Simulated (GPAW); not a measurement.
# Molecules between Pd chains: backbone and anchor

Which features of a molecule set its conductance between two Pd chains?

Set-up. GPAW 26.7.0 in a basis of numerical atomic orbitals with PAW setups; lead and junction are solved self-consistently in repeated cells 9 Å or more across, their Hamiltonian and overlap matrices go into Green's functions with semi-infinite leads (ASE), and T is the Landauer transmission at zero bias, at the junction cell's Fermi level, for one spin or as the mean of both where a run is spin-polarised. Basis dzp, PBE. The structures were built from estimated bond lengths and not relaxed.

What came out:

```tsv
molecule	junction	T	conductance (G₀)	at (K)	thermopower (μV/K)
pyrimidine-2,5-dithiol	not flat	1	1	77	2.5
benzoquinonedithiol	flat	0.963	0.937	300	-
biphenyl-4,4'-dithiol	not flat	0.921	0.905	300	-
stilbene-4,4'-dithiol	not flat	0.891	0.876	300	-
cyanobenzenedithiol	not flat	0.826	0.797	300	-
methoxybenzenedithiol	not flat	0.727	0.645	500	-
azulenedithiol	flat	0.636	0.59	300	-
cyclohexane-1,4-dithiol	not flat	0.577	0.565	300	-
furan-2,5-dithiol	flat	0.554	0.523	300	-
butadiene-1,4-dithiol	flat	0.489	0.473	200	-
bicyclo[2.2.2]octane-1,4-dithiol	not flat	0.362	0.361	77	−1.1
benzene-1,4-diamine	not flat	0.32	0.315	300	-
tolane-4,4'-dithiol	not flat	0.0446	0.04	500	-
```

**Reading.** T at the Fermi level spans 1 (pyrimidine-2,5-dithiol) to 0.0446 (tolane-4,4'-dithiol). The value for cyclohexane-1,4-dithiol and bicyclo[2.2.2]octane-1,4-dithiol is unusually high for a saturated backbone; a level of the anchor near the Fermi level or a short path between the contacts is a likelier cause than the backbone. The geometric mean is 0.541 for the 11 conjugated backbones and 0.457 for the 2 saturated ones; the groups are small and differ in length, so these means don't test the role of conjugation.

**Limits.** Semilocal functionals put molecular levels too near the Fermi level, which raises T wherever those levels couple to the lead. An evenly spaced straight chain is an idealisation of an electrode: free chains dimerise or zigzag, and their density of states has sharper edges than a bulk metal's. Once the lead is aligned to the junction's end layer, its own Fermi level lies within 0.01 eV of the zero used here in the dzp runs. In molecules of two rings the angle between them, which can shut the π path, isn't listed. The order also hangs on where resonances happen to fall and on how π levels meet the chain's few channels, so it isn't intrinsic to the molecules. No run was spin-polarised, so magnetic states weren't tested. A dash stands where a band edge or a sharp feature lies too near the Fermi level for the energy step. Junctions whose dzp lead is shut at the Fermi level or whose end layer misses the lead by over 0.25 eV were left out, as were kinked alkane chains and, where atoms were relaxed, moves over 2 Å. Flat: chains and heavy atoms share one plane.

[Logs are printed without paths, hosts, clocks, repeated set-up lines and the standing remarks that a program may print on its own settings, such as how far it seeks lower states.]
